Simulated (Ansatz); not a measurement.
# Sr on Ag(100): change of the work function, part 4 of 4

Aim: the work function of Ag(100) at several coverages of Sr (hollow site), and the dipole that each adsorbate carries.

Ansatz 0.2.0; plane-wave DFT, PBE, Ansatz PAW (the session's first sound run).

So far, work function, upper face (eV): step 2 (the clean slab, PBE) 4.20; step 3 (the covered slab, coverage 0.25 ML, PBE) 2.31; step 4 (adsorbate added, coverage 0.5 ML, PBE) 2.89; step 6 (the 0.25 ML cell at another level of theory, cutoff 420 eV, functional PBEsol) 2.31.

## Step 7: The 0.25 ML cell at another level of theory, cutoff 420 eV, functional RPBE

This step: plane-wave DFT, RPBE, Ansatz PAW (Ansatz 0.2.0).

The geometry is kept and the functional is RPBE.

Contents of input.yaml:

```yaml
crystal:
  lattice:
    - [5.7841334702, 0.0, 0.0]
    - [0.0, 5.7841334702, 0.0]
    - [0.0, 0.0, 27.1597827567]
  atoms:
    - { symbol: Ag, position: [0.25, 0.25, 0.3313723118] }
    - { symbol: Ag, position: [0.0, 0.0, 0.4066674648] }
    - { symbol: Ag, position: [0.25, 0.25, 0.4850817876] }
    - { symbol: Ag, position: [-0.0031782275, -0.0031782275, 0.5627480487] }
    - { symbol: Ag, position: [0.25, 0.75, 0.3313723118] }
    - { symbol: Ag, position: [0.0, 0.5, 0.4066674648] }
    - { symbol: Ag, position: [0.25, 0.75, 0.4847544034] }
    - { symbol: Ag, position: [-0.0031782275, 0.5031782275, 0.5627480487] }
    - { symbol: Ag, position: [0.75, 0.25, 0.3313723118] }
    - { symbol: Ag, position: [0.5, 0.0, 0.4066674648] }
    - { symbol: Ag, position: [0.75, 0.25, 0.4847544034] }
    - { symbol: Ag, position: [0.5031782275, -0.0031782275, 0.5627480487] }
    - { symbol: Ag, position: [0.75, 0.75, 0.3313723118] }
    - { symbol: Ag, position: [0.5, 0.5, 0.4066674648] }
    - { symbol: Ag, position: [0.75, 0.75, 0.4839305492] }
    - { symbol: Ag, position: [0.5031782275, 0.5031782275, 0.5627480487] }
    - { symbol: Sr, position: [0.25, 0.25, 0.650974324] }
kpoints:
  mp_grid: { grid: [5, 5, 1] }
hamiltonian:
  xc: rpbe
scf:
  occupations: { method: fermi_dirac, width: 0.1 }
  convergence: { dr2_threshold: 1.0e-08 }
efield:
  axis: 3
  dipole_correction: true
  ramp_position: 0.97
  ramp_width: 0.06
output:
  write_potential: true
  write_density: true
  volumetric_format: npy
```

Command:

```sh
$ ansatz run input.yaml --threads 4 --pin off --max-ram 12288MiB --backend cpu --events-out ev --progress --plain --runs-dir out
```

Numbers of over 12 decimals in the logs are rounded to 6 here.

What it wrote:

```text
[...]
Crystal: 17 atoms, lattice volume = 908.663 Å³
Basis set: ecut = 420 eV, 17807 PW (Γ)
Bands: 189, of which v1, the nominal top of the filled ones, is band 157 counted from 1 (156 counted from 0)
Symmetry: 8 space group operations
[...]
k-points: 6 of 25
[...]
SCF iter   1: F=—  HF=-125125.183261 eV  |F-HF|=—  |Δ(HF+E_count)|=         —  Δρ=3.28e-3  dr2=3.44e-1  ethr=1.77e-3  p=0.423 e·Å  D=8.43e-2 V/Å  ΔV_dip=-2.29 eV  dr2_dipole=1.69e-1  V_vac-E_F(+/−)=1.81/4.10 eV  ⟨swp⟩=8.8  Hψ=5050  notcnv=0  defer=37
[...]
SCF iter  12: F=-125125.173131 eV  HF=-125125.173131 eV  |F-HF|=4.39e-9  |Δ(HF+E_count)|=   9.47e-9  Δρ=7.43e-7  dr2=7.55e-9  ethr=3.18e-12  p=0.331 e·Å  D=6.59e-2 V/Å  ΔV_dip=-1.79 eV  dr2_dipole=1.01e-9  V_vac-E_F(+/−)=2.23/4.03 eV  ⟨swp⟩=16.0  Hψ=3993  notcnv=0
SCF 1 converged in 12 iterations: F = -125125.173131 eV  dr2 = 7.55e-9
[...]
SCF converged after 12 iterations
Free energy (F): -125125.173131 eV
[...]
Internal energy: -125124.958711 eV  (E = F + TS)
E sigma→0 (E₀):  -125125.065921 eV
Entropy (-TS):   -0.214420 eV (-12.613 meV/atom)
Fermi energy:    3.629333 eV
Dipole field:    D = 0.065929 V/Å  (p = 0.331068 e·Å, saw-weighted, corrected)
Work function:   Φ+ = 2.2350 eV   Φ− = 4.0257 eV
[...]
--- Band table (eV; the first three rows and the last of 6) ---
  k-point 0: bands = [... 153 lower, 3.1671, 3.1859, 3.1941, 3.3721, 3.4142, 3.7527, 3.7527, 3.8227, ... 28 higher]
  k-point 1: bands = [... 153 lower, 2.6949, 3.4080, 3.4081, 3.5365, 3.7576, 4.0240, 4.1025, 4.9056, ... 28 higher]
  k-point 2: bands = [... 153 lower, 2.4922, 3.4201, 3.9280, 3.9457, 4.3241, 4.5461, 4.6083, 4.6123, ... 28 higher]
  k-point 5: bands = [... 153 lower, 1.7390, 1.7636, 2.5673, 2.6702, 3.4484, 3.4692, 4.1992, 4.4326, ... 28 higher]
```

Run time: 61 s. Hardware: 4 threads of Arm Neoverse V1, shared host; peak memory 3.5 GiB.

This step gave:

```
energy at zero smearing        : -125125.0659 eV
work function, upper face      : 2.235 eV
work function, lower face      : 4.026 eV
dipole along the normal        : 0.3311 e·Å
step between the vacuum levels : -1.791 eV
```

The work function comes to 2.24 eV, -0.07 eV from the first level.

## Step 8: The 0.25 ML cell at another level of theory, cutoff 1380 eV, functional PBE

This step: plane-wave DFT, PBE, JTH PAW (Ansatz 0.2.0).

The geometry is kept and the functional is PBE; other changes against the main runs: JTH PAW files and cutoff 420 → 1380.

input.yaml: that of step 7 with these lines changed.

```diff
@@ -26,3 +26,4 @@
 hamiltonian:
-  xc: rpbe
+  xc: pbe
+  pseudopotentials: { kind: paw, source: jth }
 scf:
```

What it wrote:

```text
[...]
k-point 0: bands = [... 89 lower, 1.8368, 1.8578, 1.8662, 2.0428, 2.0866, 2.4199, 2.4199, 2.5001, ... 15 higher]
  k-point 1: bands = [... 89 lower, 1.3544, 2.0758, 2.0777, 2.2033, 2.4296, 2.7034, 2.7695, 3.5954, ... 15 higher]
  k-point 2: bands = [... 89 lower, 1.1541, 2.0817, 2.5952, 2.6103, 2.9950, 3.2208, 3.2718, 3.2829, ... 15 higher]
  k-point 5: bands = [... 89 lower, 0.4067, 0.4292, 1.2295, 1.3323, 2.1050, 2.1333, 2.8585, 3.0984, ... 15 higher]
[key lines of the parts left out:]
SCF converged after 14 iterations
Free energy (F): -80894.618654 eV
Fermi energy:    2.294567 eV
Dipole field:    D = 0.070432 V/Å  (p = 0.353679 e·Å, saw-weighted, corrected)
Work function:   Φ+ = 2.3120 eV   Φ− = 4.2249 eV
```

Elapsed: 4.1 min, on 4 threads; peak memory 8.1 GiB.

The work function comes to 2.31 eV, +0.00 eV from the first level.

## Step 9: The 0.25 ML cell at another level of theory, cutoff 960 eV, functional PBE

This step: plane-wave DFT, PBE, norm-conserving (Ansatz 0.2.0).

The geometry is kept and the functional is PBE; other changes against the main runs: norm-conserving files and cutoff 420 → 960.

input.yaml: that of step 8 with these lines changed.

```diff
@@ -27,3 +27,3 @@
   xc: pbe
-  pseudopotentials: { kind: paw, source: jth }
+  pseudopotentials: { kind: nc }
 scf:
```

What it wrote:

```text
[...]
Crystal: 17 atoms, lattice volume = 908.663 Å³
Basis set: ecut = 960 eV, 61489 PW (Γ)
Bands: 189, of which v1, the nominal top of the filled ones, is band 157 counted from 1 (156 counted from 0)
Symmetry: 8 space group operations
[...]
k-points: 6 of 25
[...]
k-point 0: bands = [... 153 lower, 3.0574, 3.0798, 3.0878, 3.2578, 3.3012, 3.6375, 3.6375, 3.7210, ... 28 higher]
  k-point 1: bands = [... 153 lower, 2.5757, 3.2983, 3.3010, 3.4207, 3.6454, 3.9252, 3.9882, 4.8120, ... 28 higher]
  k-point 2: bands = [... 153 lower, 2.3774, 3.3047, 3.8169, 3.8324, 4.2172, 4.4409, 4.4903, 4.5025, ... 28 higher]
  k-point 5: bands = [... 153 lower, 1.6346, 1.6575, 2.4570, 2.5567, 3.3294, 3.3582, 4.0810, 4.3216, ... 28 higher]
[key lines of the parts left out:]
SCF converged after 11 iterations
Free energy (F): -68368.553667 eV
Fermi energy:    3.515383 eV
Dipole field:    D = 0.070655 V/Å  (p = 0.354799 e·Å, saw-weighted, corrected)
Work function:   Φ+ = 2.3087 eV   Φ− = 4.2277 eV
```

The job ended after 3.4 min (4 threads; peak memory 10 GiB; 13 min of CPU time).

The work function comes to 2.31 eV, +0.00 eV from the first level.

## Step 10: The series together

Times are for 4 threads of Arm Neoverse V1, shared host. Results by setting:

| no. | functional | work function, upper face (eV) | dipole along the normal (e·Å) | time | memory (GiB) |
| --- | --- | --- | --- | --- | --- |
| 1 | pbesol | 2.307 | 0.3786 | 59 s | 3.5 |
| 2 | rpbe | 2.235 | 0.3311 | 61 s | 3.5 |
| 3 | pbe | 2.312 | 0.3537 | 4.1 min | 8.1 |
| 4 | pbe | 2.309 | 0.3548 | 3.4 min | 10 |

## Step 11: Outcome

- work function of the clean face: 4.20 eV
- work function at 0.25 ML: 2.31 eV
- work function at 0.5 ML: 2.89 eV
- dipole per adsorbate at 0.25 ML, positive end outwards: 1.71 D

Sr lowers the work function of Ag(100) at the lowest coverage, by 1.90 eV: the adsorbate layer has its positive end outwards. The slab has 4 layers, at the tabulated experimental lattice constant, one starting site was run, and quantum-size effects of a slab this thin can reach one or two tenths of an eV.

[Logs are printed without paths, hosts, clocks, repeated set-up lines and the standing remarks that a program may print on its own settings, such as how far it seeks lower states.]

[Hosts, paths, dates, database ids (printed as entryN), source tags and the programs' standing remarks are cut or masked in the printed files.]

[Maps of the electrostatic potential energy from Ansatz leave out the sawtooth potential of an applied field or a dipole correction, so their vacuum need not be flat; planar profiles and work functions include it.]
